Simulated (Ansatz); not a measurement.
# Band gap of Ta2O5 (P2/m) from density functionals to GW

What gap does each level of theory give for Ta2O5 (P2/m), and in what time?

Method: density functionals, hybrids and G0W0, plane waves, PAW, in Ansatz 0.2.0.

## Step 1: The structure

Symmetry: P2/m, No. 10, monoclinic system. Conventional cell: a = 3.841 Å, b = 3.863 Å, c = 6.778 Å, α = 90.00°, β = 105.57°, γ = 90.00°. Nearest to Ta lie 6 O at 1.90 to 2.21 Å. O has 2 Ta at 1.93 Å nearest. O has 3 Ta at 1.98 to 2.21 Å nearest. O has 2 Ta at 1.90 Å nearest. Farther neighbours and most contacts between anions are not listed.

The cell and positions are those that the Materials Project relaxed with its own functionals (PBE, PBE+U or r2SCAN), kept fixed. Spin-orbit coupling is left out unless a step names it.

The logs state that the PAW files were generated under PBE.

## Step 2: LDA on the 6×6×4 mesh

Levels along a band path and on the mesh show where this functional puts the band edges.

This step: DFT, LDA, plane waves, PAW; PAW set soft_1.

Contents of input.yaml:

```yaml
crystal:
  lattice:
    - [3.8414080139, 0.0, 0.0]
    - [0.0, 3.86271575, 0.0]
    - [-1.8189421445, 0.0, 6.5289594201]
  atoms:
    - { symbol: Ta, position: [0.64953073, 0.0, 0.79131453] }
    - { symbol: Ta, position: [0.35046927, 0.0, 0.20868547] }
    - { symbol: O, position: [0.6621243, 0.5, 0.79832929] }
    - { symbol: O, position: [0.3378757, 0.5, 0.20167071] }
    - { symbol: O, position: [0.18976057, 0.0, 0.87062125] }
    - { symbol: O, position: [0.81023943, 0.0, 0.12937875] }
    - { symbol: O, position: [0.5, 0.0, 0.5] }
kpoints:
  mp_grid: { grid: [6, 6, 4] }
  band_path:
    path:
      - [0.0, 0.0, 0.0]
      - [0.0, 0.5, 0.0]
      - [0.0, 0.5, 0.5]
      - [0.0, 0.0, 0.5]
      - [0.0, 0.0, 0.0]
      - [-0.5, 0.0, 0.5]
      - [-0.5, 0.5, 0.5]
      - [0.0, 0.5, 0.0]
      - [-0.5, 0.5, 0.0]
      - [-0.5, 0.0, 0.0]
      - [0.0, 0.0, 0.0]
    npoints: 10
hamiltonian:
  xc: lda
  pseudopotentials: { kind: paw, azcp: { folder: soft_1 }, xc_functional: pbe }
scf:
  occupations: { method: fermi_dirac, width: 0.02 }
  n_extra_bands: 6
output:
  eigenvalues: true
  write_density: true
  write_potential: true
  elf: true
  volumetric_format: npy
```

Command:

```console
$ ansatz run input.yaml --threads 3 --pin off --max-ram 92160MiB --backend cuda --events-out ev --progress --plain --runs-dir out --devices 1 --max-vram 13GiB
```

Numbers of over 12 decimals in the logs are rounded to 6 here.

The program printed:

```text
scf.n_extra_bands = 6 over 28 filled bands (N_el = 56.0): the run solves 34 bands
GPUs: using 1 of 1 available (devices: 1).
Engine: ansatz 0.2.0, x86_64-unknown-linux-gnu
Pseudopotentials: kind: paw
Pseudopotential: Ta, paw, valence charge 13, recommended cutoff 420 eV (normal), soft_1/Ta.paw.azcp
Pseudopotential: O, paw, valence charge 6, recommended cutoff 420 eV (normal), soft_1/O.paw.azcp
Functional definition: SPW92
  exchange = slater_x
  correlation = pw_c
device memory: the entry about to start is reckoned to put 2.6 GiB on a device that reports 58.5 GiB free (of which the cap on the GPU budget leaves the run 13.0 GiB)
GPU FFT provider: cuFFT
GPU libraries: cuBLAS 13.8.2, cuFFT 12.4.0, cuSOLVER 12.3.4
Crystal: 7 atoms, lattice volume = 96.878 Å³
Basis set: ecut = 420 eV, 1913 PW (Γ)
Bands: 34, of which v1, the nominal top of the filled ones, is band 28 counted from 1 (27 counted from 0)
Symmetry: 4 space group operations
Space group: P2/m (ITA 10), of the structure as read, at distance tolerance 4.6e-5 Å
k-points: 56 of 144
Non-local potential: Ta, projectors of the file, l = 0: 3, l = 1: 2, l = 2: 2, l = 3: 1
Non-local potential: O, projectors of the file, l = 0: 2, l = 1: 2, l = 2: 1
PAW form: soft (Blöchl's): semilocal exchange-correlation on the pseudo side does not see the compensation charge
PAW frozen core: Ta, regenerated for the run's functional, and the local potential with it (the file was generated under x = pbe(κ = 0.804, μ = 0.219515), c = pbe(β = 0.066725))
PAW frozen core: O, regenerated for the run's functional, and the local potential with it (the file was generated under x = pbe(κ = 0.804, μ = 0.219515), c = pbe(β = 0.066725))
PAW one-centre angular grid: Ta, 590 points (default); XC on 64 Gauss nodes
PAW one-centre angular grid: O, 110 points (default); XC on 64 Gauss nodes
Initial density: superposition of atomic densities (chi_scale 0.1, normalization cell, long waves kept (reshape's long-wave potential 0.02 eV rms))
Initial wavefunctions: pseudopotential atomic-orbital guess
GPU buffer pool allocated for 34992 grid points (all kernels)
GPU transforms: local potential and band sums: pruned to the plane-wave sphere, on 25×25×45
Functional: x = slater, c = lda
SCF iter   1: F=—  HF=-22151.347033 eV  |F-HF|=—  |Δ(HF+E_count)|=         —  Δρ=6.29e-2  dr2=3.41e0  ethr=3.10e-3  ⟨swp⟩=6.1  Hψ=7286  notcnv=0
preconditioner: auto → Resta (q_TF=auto, 2.490 Å⁻¹)  ε∞=5.4  [insulator: Δε(μ)=2.581 eV  Ē_g=11.314 eV  σ=0.020 eV  W_gap=1.00  n_scr=26 (ndim 8)  ℏωp=23.9 eV  f_vac=0.085  D(μ)=0.00/eV (n_scr^D=0)  ε∞_Penn≈5.4]
SCF iter   2: F=—  HF=-22150.721871 eV  |F-HF|=—  |Δ(HF+E_count)|=   6.25e-1  Δρ=3.35e-2  dr2=7.48e-1  ethr=3.10e-3  ⟨swp⟩=2.0  Hψ=3514  notcnv=0  defer=56
SCF iter   3: F=—  HF=-22150.564574 eV  |F-HF|=—  |Δ(HF+E_count)|=   1.57e-1  Δρ=1.50e-2  dr2=2.56e-1  ethr=1.34e-3  ⟨swp⟩=2.1  Hψ=2903  notcnv=0  defer=56
SCF iter   4: F=—  HF=-22150.498529 eV  |F-HF|=—  |Δ(HF+E_count)|=   6.60e-2  Δρ=3.98e-3  dr2=1.98e-2  ethr=4.57e-4  ⟨swp⟩=2.2  Hψ=3333  notcnv=0  defer=112
SCF iter   5: F=—  HF=-22150.499668 eV  |F-HF|=—  |Δ(HF+E_count)|=   1.14e-3  Δρ=3.41e-3  dr2=1.06e-2  ethr=3.53e-5  ⟨swp⟩=2.2  Hψ=3131  notcnv=0  defer=112
SCF iter   6: F=—  HF=-22150.498718 eV  |F-HF|=—  |Δ(HF+E_count)|=   9.50e-4  Δρ=6.50e-4  dr2=6.39e-4  ethr=1.89e-5  ⟨swp⟩=2.1  Hψ=3109  notcnv=0  defer=112
SCF iter   7: F=—  HF=-22150.499096 eV  |F-HF|=—  |Δ(HF+E_count)|=   3.78e-4  Δρ=1.49e-4  dr2=2.50e-5  ethr=1.14e-6  ⟨swp⟩=2.0  Hψ=2525  notcnv=0  defer=112
SCF iter   8: F=—  HF=-22150.499264 eV  |F-HF|=—  |Δ(HF+E_count)|=   1.69e-4  Δρ=1.36e-4  dr2=1.48e-5  ethr=4.46e-8  ⟨swp⟩=2.0  Hψ=2954  notcnv=0  defer=112
SCF iter   9: F=—  HF=-22150.499263 eV  |F-HF|=—  |Δ(HF+E_count)|=   1.54e-6  Δρ=3.57e-5  dr2=1.17e-6  ethr=2.64e-8  ⟨swp⟩=2.0  Hψ=2840  notcnv=0  defer=112
SCF iter  10: F=-22150.499263 eV  HF=-22150.499263 eV  |F-HF|=2.09e-8  |Δ(HF+E_count)|=   6.03e-7  Δρ=6.57e-6  dr2=5.65e-8  ethr=1.79e-10  ⟨swp⟩=7.5  Hψ=5983  notcnv=0
SCF 1 converged in 10 iterations: F = -22150.499263 eV  dr2 = 5.65e-8
[...]
device memory: the entry about to start is reckoned to put 1.4 GiB on a device that reports 59.7 GiB free (of which the cap on the GPU budget leaves the run 13.0 GiB)
NSCF: frozen V_eff on 101 k-points
SCF converged after 10 iterations
Free energy (F): -22150.499263 eV
Harris-Foulkes:  -22150.499263 eV  (|F-HF|=2.09e-8)
Internal energy: -22150.499263 eV  (E = F + TS)
E sigma→0 (E₀):  -22150.499263 eV
Fermi energy:    7.706104 eV
--- Per-component energies (eV) ---
  E_band       = -569.305000
  E_kinetic    = 1608.370622
  E_local      = -4417.591837  (includes V_loc(G=0)·N_el)
  E_nonlocal   = 264.529596
  E_hartree    = 1662.840396
  E_xc         = -982.077268
  E_vxc        = -911.754687  (∫ρ·V_xc dr)
  E_paw        = -16875.546124  (= ΣΔE_a)
  E_vpaw       = -438.541889  (= ΣTr[D̂ρ^β])
  E_aug_tail   = 0.004220  (compensation charges beyond the density's cutoff)
  E_ewald      = -3412.031471
  E_core_change = 1.002601  (= ΣΔE_core)
  E_smearing   = -0.000000  (= −TS)
  E_closure    = 0.000000  (closes the sum)
  Σ components = -22150.499263   (vs F -22150.499263, Δ=0.00e0)
--- Band table (eV; the first three rows and the last of 56) ---
  k-point 0: bands = [... 24 lower, 5.6938, 5.7952, 5.9975, 6.0131, 8.8083, 9.2039, 9.3580, 10.8778, ... 2 higher]
  k-point 1: bands = [... 24 lower, 5.6881, 5.6948, 5.9169, 5.9513, 8.7872, 9.2269, 9.3423, 10.8020, ... 2 higher]
  k-point 2: bands = [... 24 lower, 5.6979, 5.7385, 5.8300, 5.8313, 8.7678, 9.2488, 9.3294, 10.7200, ... 2 higher]
  k-point 55: bands = [... 24 lower, 4.6403, 5.9251, 6.5187, 6.6444, 9.7296, 11.6027, 12.1448, 12.7573, ... 2 higher]
```

Elapsed: 9.2 s, on 1 × NVIDIA H100 80GB HBM3 (shared by 6 runs) with 3 threads of AMD EPYC 7R13 (Zen 3), shared host; peak memory 0.94 GiB.

In the SCF lines HF is the Harris–Foulkes energy and dr2 the Hartree energy of the density residual, in eV; the loop may stop once dr2 is under the threshold and the program's other checks hold. Hψ counts applications of the Hamiltonian.

This step gave:

```yaml
filled_bands: 28
gap: 2.123 eV
valence_top_at: E
conduction_bottom_at: B
least_direct_gap: 2.795 eV
```

Over mesh and path the gap is 2.123 eV, from k = (-0.500, 0.500, 0.500) to k = (0.000, 0.000, 0.500). The least direct gap found is 2.795 eV, at k = Γ.

## Step 3: LDA+SOC on the 6×6×4 mesh

This run has two-component orbitals with spin-orbit coupling.

This step: DFT, LDA with spin-orbit coupling, plane waves, PAW; PAW set soft_1.

Changes to input.yaml since step 2:

```diff
@@ -21,21 +21,17 @@
       - [0.0, 0.0, 0.5]
-      - [0.0, 0.0, 0.0]
       - [-0.5, 0.0, 0.5]
       - [-0.5, 0.5, 0.5]
-      - [0.0, 0.5, 0.0]
       - [-0.5, 0.5, 0.0]
       - [-0.5, 0.0, 0.0]
-      - [0.0, 0.0, 0.0]
-    npoints: 10
+    npoints: 1
 hamiltonian:
   xc: lda
-  pseudopotentials: { kind: paw, azcp: { folder: soft_1 }, xc_functional: pbe }
+  pseudopotentials: { kind: paw_fr, azcp: { folder: soft_1 }, xc_functional: pbe }
 scf:
-  occupations: { method: fermi_dirac, width: 0.02 }
-  n_extra_bands: 6
+  occupations: { method: fixed }
+  n_extra_bands: 12
+magnetization:
+  noncollinear: true
+  spin_orbit: true
 output:
   eigenvalues: true
-  write_density: true
-  write_potential: true
-  elf: true
-  volumetric_format: npy
```

The program printed:

```text
[...]
GPUs: using 1 of 1 available (devices: 1).
[...]
non-collinear run that drives no moment, with spin-orbit: no starting moment large enough to seed its density (crystal.atoms[].spin), no starting occupations that ask for one, no magnetisation constraint and no magnetic field, so the semilocal B_xc is pinned to zero
[...]
GPU FFT provider: cuFFT
GPU libraries: cuBLAS 13.8.2, cuFFT 12.4.0, cuSOLVER 12.3.4
Crystal: 7 atoms, lattice volume = 96.878 Å³
Basis set: ecut = 420 eV, 1913 PW (Γ)
Bands: 68, of which v1, the nominal top of the filled ones, is band 56 counted from 1 (55 counted from 0)
Symmetry: 4 space group operations + 4 with time reversal
[...]
k-points: 56 of 144
Projection manifold: j_resolved (fully-relativistic pseudo-atomic orbitals)
[...]
GPU buffer pool allocated for 34992 grid points (all kernels)
[...]
site 2: m = (+0.0000, +0.0000, +0.0000) μB, |m| = 0.0000 μB  (R = 0.80 Å)
  site 3: m = (+0.0000, +0.0000, +0.0000) μB, |m| = 0.0000 μB  (R = 0.80 Å)
  site 4: m = (+0.0000, +0.0000, +0.0000) μB, |m| = 0.0000 μB  (R = 0.82 Å)
  site 5: m = (+0.0000, +0.0000, +0.0000) μB, |m| = 0.0000 μB  (R = 0.82 Å)
  site 6: m = (+0.0000, +0.0000, +0.0000) μB, |m| = 0.0000 μB  (R = 0.78 Å)
Free energy (F): -22193.819806 eV
[...]
Internal energy: -22193.819806 eV  (E = F + TS)
E sigma→0 (E₀):  -22193.819806 eV
Fermi energy:    6.639726 eV
[...]
--- Band table (eV; the first three rows and the last of 56) ---
  k-point 0: bands = [... 52 lower, 5.9860, 5.9860, 6.0362, 6.0362, 8.7996, 8.7996, 9.1063, 9.1063, ... 8 higher]
  k-point 1: bands = [... 52 lower, 5.9262, 5.9262, 5.9548, 5.9548, 8.7638, 8.7638, 9.1660, 9.1660, ... 8 higher]
  k-point 2: bands = [... 52 lower, 5.8088, 5.8088, 5.8575, 5.8575, 8.7355, 8.7355, 9.2338, 9.2338, ... 8 higher]
  k-point 55: bands = [... 52 lower, 6.5137, 6.5137, 6.6397, 6.6397, 9.7197, 9.7197, 11.5728, 11.5728, ... 8 higher]
[key lines of the parts left out:]
SCF converged after 9 iterations
Magnetization: |M| = 0.0000 μB,  M = (+0.0000, +0.0000, +0.0000) μB
```

Run time: 10 s. Hardware: 1 × NVIDIA H100 80GB HBM3 (shared by 6 runs) with 3 threads; peak memory 0.94 GiB; 17 s of CPU time.

Numbers from this step:

```yaml
gap: 2.096 eV
valence_top_at: E
conduction_bottom_at: B
least_direct_gap: 2.763 eV
```

Over mesh and listed points the gap is 2.096 eV, from k = (-0.500, 0.500, 0.500) to k = (0.000, 0.000, 0.500). The least direct gap found is 2.763 eV, at k = Γ. LDA+SOC against LDA: 2.096 − 2.123 = −0.027 eV, with the same mesh, set of files (read in its fully relativistic form for the spin-orbit run) and cutoff, and both edges at the same k points. The spin-orbit run sees mesh and listed points alone, so its gap is an upper bound: the coupling can move an edge off these points, and the change over the zone, its sign included where it is small, is not known.

## Step 4: HSE06 on the 4×4×2 mesh

HSE06 mixes in a quarter of exact exchange at short range.

This step: DFT, HSE06, plane waves, PAW; PAW set soft_1.

Changes to input.yaml since step 3:

```diff
@@ -14,3 +14,3 @@
 kpoints:
-  mp_grid: { grid: [6, 6, 4] }
+  mp_grid: { grid: [4, 4, 2] }
   band_path:
@@ -27,11 +27,12 @@
 hamiltonian:
-  xc: lda
-  pseudopotentials: { kind: paw_fr, azcp: { folder: soft_1 }, xc_functional: pbe }
+  xc: hse06
+  pseudopotentials: { kind: paw, azcp: { folder: soft_1 } }
 scf:
   occupations: { method: fixed }
-  n_extra_bands: 12
-magnetization:
-  noncollinear: true
-  spin_orbit: true
+  n_extra_bands: 6
 output:
   eigenvalues: true
+  write_density: true
+  write_potential: true
+  elf: true
+  volumetric_format: npy
```

The program printed:

```text
[...]
GPUs: using 1 of 1 available (devices: 1).
[...]
davidson cushion auto → on  (no smearing: the cushion is to keep the highest requested band from converging to the state above it; pin scf.eigensolver.cushion to override)
[...]
GPU FFT provider: cuFFT
GPU libraries: cuBLAS 13.8.2, cuFFT 12.4.0, cuSOLVER 12.3.4
Crystal: 7 atoms, lattice volume = 96.878 Å³
Basis set: ecut = 420 eV, 1913 PW (Γ)
[...]
Fermi energy:    5.952856 eV
[...]
--- Band table (eV; the first three rows and the last of 18) ---
  k-point 0: bands = [... 24 lower, 4.9005, 5.1350, 5.2391, 5.3743, 9.6576, 10.0831, 10.2426, 11.8729, ... 2 higher]
  k-point 1: bands = [... 24 lower, 4.9123, 5.0732, 5.0806, 5.1864, 9.6147, 10.1317, 10.1501, 11.7539, ... 2 higher]
  k-point 2: bands = [... 24 lower, 3.9406, 4.4485, 4.5037, 5.2736, 11.3443, 11.7693, 11.8477, 11.9935, ... 2 higher]
  k-point 17: bands = [... 24 lower, 3.8649, 5.2232, 5.8195, 5.9529, 10.6847, 12.6945, 13.2229, 13.9174, ... 2 higher]
[key lines of the parts left out:]
Free energy (F): -22711.295803 eV
```

It took 21 s on 1 × NVIDIA H100 80GB HBM3 (shared by 6 runs) with 3 threads; peak memory 1.2 GiB; 25 s of CPU time.

Numbers from this step:

- gap: 3.662 eV
- valence top at: E
- conduction bottom at: B
- least direct gap: 4.283 eV
- exact-exchange fraction: 0.25

Over mesh and listed points the gap is 3.662 eV, from k = (-0.500, 0.500, 0.500) to k = (0.000, 0.000, 0.500). The least direct gap found is 4.283 eV, at k = Γ. HSE06 against LDA: 3.662 − 2.123 = +1.539 eV. The runs also differ in mesh (6×6×4 and 4×4×2), so how much of this comes from the functional alone is not known.

## Step 5: PBE0 on the 4×4×2 mesh

PBE0 mixes in a quarter of exact exchange at all distances.

This step: DFT, PBE0, plane waves, PAW; PAW set soft_1.

Changes to input.yaml since step 4:

```diff
@@ -27,3 +27,3 @@
 hamiltonian:
-  xc: hse06
+  xc: pbe0
   pseudopotentials: { kind: paw, azcp: { folder: soft_1 } }
@@ -34,5 +34 @@
   eigenvalues: true
-  write_density: true
-  write_potential: true
-  elf: true
-  volumetric_format: npy
```

The program printed:

```text
[...]
GPUs: using 1 of 1 available (devices: 1).
[...]
GPU FFT provider: cuFFT
GPU libraries: cuBLAS 13.8.2, cuFFT 12.4.0, cuSOLVER 12.3.4
Crystal: 7 atoms, lattice volume = 96.878 Å³
Basis set: ecut = 420 eV, 1913 PW (Γ)
Bands: 34, of which v1, the nominal top of the filled ones, is band 28 counted from 1 (27 counted from 0)
Symmetry: 4 space group operations
[...]
k-points: 18 of 32
[...]
Fermi energy:    5.556409 eV
[...]
--- Band table (eV; the first three rows and the last of 18) ---
  k-point 0: bands = [... 24 lower, 4.5162, 4.7515, 4.8595, 4.9949, 10.0178, 10.4497, 10.6108, 12.2592, ... 2 higher]
  k-point 1: bands = [... 24 lower, 4.5278, 4.6907, 4.6992, 4.8045, 9.9738, 10.4992, 10.5172, 12.1368, ... 2 higher]
  k-point 2: bands = [... 24 lower, 3.5388, 4.0539, 4.1108, 4.8782, 11.7249, 12.1557, 12.2339, 12.3800, ... 2 higher]
  k-point 17: bands = [... 24 lower, 3.4736, 4.8227, 5.4227, 5.5564, 11.0634, 13.0917, 13.6244, 14.3197, ... 2 higher]
[key lines of the parts left out:]
Free energy (F): -22706.969360 eV
```

The job ended after 18 s (1 × NVIDIA H100 80GB HBM3 (shared by 6 runs) with 3 threads; peak memory 1.2 GiB).

This step gave:

```yaml
gap: 4.417 eV
valence_top_at: E
conduction_bottom_at: B
least_direct_gap: 5.023 eV
exact_exchange_fraction: 0.25
```

Over mesh and listed points the gap is 4.417 eV, from k = (-0.500, 0.500, 0.500) to k = (0.000, 0.000, 0.500). The least direct gap found is 5.023 eV, at k = Γ. PBE0 against HSE06: 4.417 − 3.662 = +0.755 eV, with the same mesh, files and cutoff, and both edges at the same k points.

## Step 6: G0W0@LDA, 4×4×4 mesh, 767 empty bands, screening to 230 eV, PAW set soft_1 files

G0W0 replaces the xc potential by a self-energy built once from the orbitals of the start. Levels are corrected in the window of bands that the input names, at points of the mesh.

This step: G0W0 on LDA, plane waves, PAW; PAW set soft_1.

Contents of input.yaml:

```yaml
crystal:
  lattice:
    - [3.8414080139, 0.0, 0.0]
    - [0.0, 3.86271575, 0.0]
    - [-1.8189421445, 0.0, 6.5289594201]
  atoms:
    - { symbol: Ta, position: [0.64953073, 0.0, 0.79131453] }
    - { symbol: Ta, position: [0.35046927, 0.0, 0.20868547] }
    - { symbol: O, position: [0.6621243, 0.5, 0.79832929] }
    - { symbol: O, position: [0.3378757, 0.5, 0.20167071] }
    - { symbol: O, position: [0.18976057, 0.0, 0.87062125] }
    - { symbol: O, position: [0.81023943, 0.0, 0.12937875] }
    - { symbol: O, position: [0.5, 0.0, 0.5] }
kpoints:
  mp_grid: { grid: [4, 4, 4] }
hamiltonian:
  xc: lda
  pseudopotentials: { kind: paw, azcp: { folder: soft_1 }, xc_functional: pbe }
scf:
  occupations: { method: fixed }
gw:
  n_empty_bands: 767
  ecut_chi: 230.0
  qp_bands: [v2, c2]
  qp_kpoints: band_edges
  screening: { model: contour_deformation }
```

The program printed:

```text
GPUs: using 1 of 1 available (devices: 1).
[...]
GPU FFT provider: cuFFT
GPU libraries: cuBLAS 13.8.2, cuFFT 12.4.0, cuSOLVER 12.3.4
Crystal: 7 atoms, lattice volume = 96.878 Å³
Basis set: ecut = 420 eV, 1913 PW (Γ)
Bands: 35, of which v1, the nominal top of the filled ones, is band 28 counted from 1 (27 counted from 0)
Symmetry: 4 space group operations
[...]
k-points: 30 of 64
[...]
1    30      9.2203   -13.4141    -4.9460   -19.3494  0.7864    10.2244    10.2097  root
[...]
29    27      6.5270   -26.1608     4.4647   -21.1444  0.7216     5.9697     5.9754  root
    29    28      6.6522   -26.3623     4.4662   -21.3516  0.7215     6.1023     6.1077  root
    29    29      9.7227   -13.5659    -5.1435   -19.7619  0.7789    10.7940    10.7753  root
    29    30     11.5959   -15.1235    -5.6680   -21.8947  0.7409    12.7269    12.6992  root
[key lines of the parts left out:]
SCF converged after 10 iterations
Free energy (F): -22150.471125 eV
Fermi energy:    6.652159 eV
```

Run time: 2 min. Hardware: 1 × NVIDIA H100 80GB HBM3 (shared by 6 runs) with 3 threads; peak memory 4.4 GiB; 3.9 min of CPU time.

Numbers from this step:

* bands summed: 795
* RPA ε∞ on this mesh (eigenvalues): 4.622, 4.893, 7.460
* plane waves in the screening matrix: 773
* G0W0 gap over the corrected points: 3.603 eV
* k of the valence top: -0.5, -0.5, -0.5
* k of the conduction bottom: 0, 0, -0.5
* starting gap on the mesh: 2.110 eV
* Z at the valence top: 0.7215
* Z at the conduction bottom: 0.7920
* least direct G0W0 gap over the corrected points: 4.291 eV

Over 20 of 30 irreducible mesh points the G0W0 gap is 3.603 eV, from k = (-0.500, -0.500, -0.500) to k = (0.000, 0.000, -0.500). The LDA gap of this run on the mesh is 2.110 eV. The two states that bound the G0W0 gap lie that far apart at the start, so the correction of the gap is 3.603 − 2.110 = +1.493 eV.

(Part 1 of 2 ends here.)

[Paths, hosts, dates, memory and timing lines, banners, echoed tables and standing remarks are left out of the program output.]

[Logs are printed without paths, hosts, clocks, repeated set-up lines and the standing remarks that a program may print on its own settings, such as how far it seeks lower states.]

[Runs of the session that timed out or met a known fault of the program may be left out.]

[Cells called generated may have been cut or substituted from an entry of the Crystallography Open Database or the Materials Project.]

[Hosts, paths, dates, database ids (printed as entryN), source tags and the programs' standing remarks are cut or masked in the printed files.]

[Where an RPA ε∞ is given, it is that of the G0W0 mesh and is not shown converged in it. Names of k-points follow the symmetry that the program found, which can be lower than the space group named. Band edges on a path are those of the sampled points; other points can move an edge, and change direct to indirect where valleys lie close.]

[Hybrid gaps are those of their k-mesh and are not shown converged in it.]
